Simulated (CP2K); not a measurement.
Consider hydronium at its PBE geometry (Å).

```xyz
4

O    -0.0006    0.0011    0.2161
H    -0.5803   -0.7469   -0.0709
H    -0.3563    0.8761   -0.0766
H     0.9372   -0.1303   -0.0686
```

Method: CP2K XAS_TDP, all-electron GAPW, PBEh(45%), aug-cc-pVTZ, TDA, GW2X-corrected core level, no relativity.

Question: Where do the O K-edge lines lie, and how strong are they?

Leading lines: O1 540.16 eV. The leading line of an atom is its first one with 35 % of the strongest within 2.5 eV of its lowest line over the strength cut. Core ionisation energies at this level: O1 549.99 eV.

The first six lines of each atom with a strength over 0.0015:

```
              atom  energy (eV)  states  strength, one atom  above the computed threshold
O1 (bonded to 3 H)       538.65       1              0.0072                              
                         540.16       2              0.0909                              
                         543.91       1              0.0144                              
                         546.52       2              0.0022                              
                         547.11       2              0.0091                              
                         549.68       1              0.0114
```

Lines are vertical, at one geometry, with no vibrational structure. GW2X ionisation energies and lines can be off by 1 to 2 eV either way, and a good line position may hide errors that cancel. These values hold no scalar relativity, about 0.4 eV for O 1s. Rydberg lines, and the discretised continuum above threshold, depend on the basis and the box. The ion (charge +1) is isolated, with no counter-ion or solvent.

[Banner, clock and machine lines of the logs are left out without a mark of their own.]

[Logs are printed without paths, hosts, clocks, repeated set-up lines and the standing remarks that a program may print on its own settings, such as how far it seeks lower states.]

[Hosts, paths, dates, database ids (printed as entryN), source tags and the programs' standing remarks are cut or masked in the printed files.]
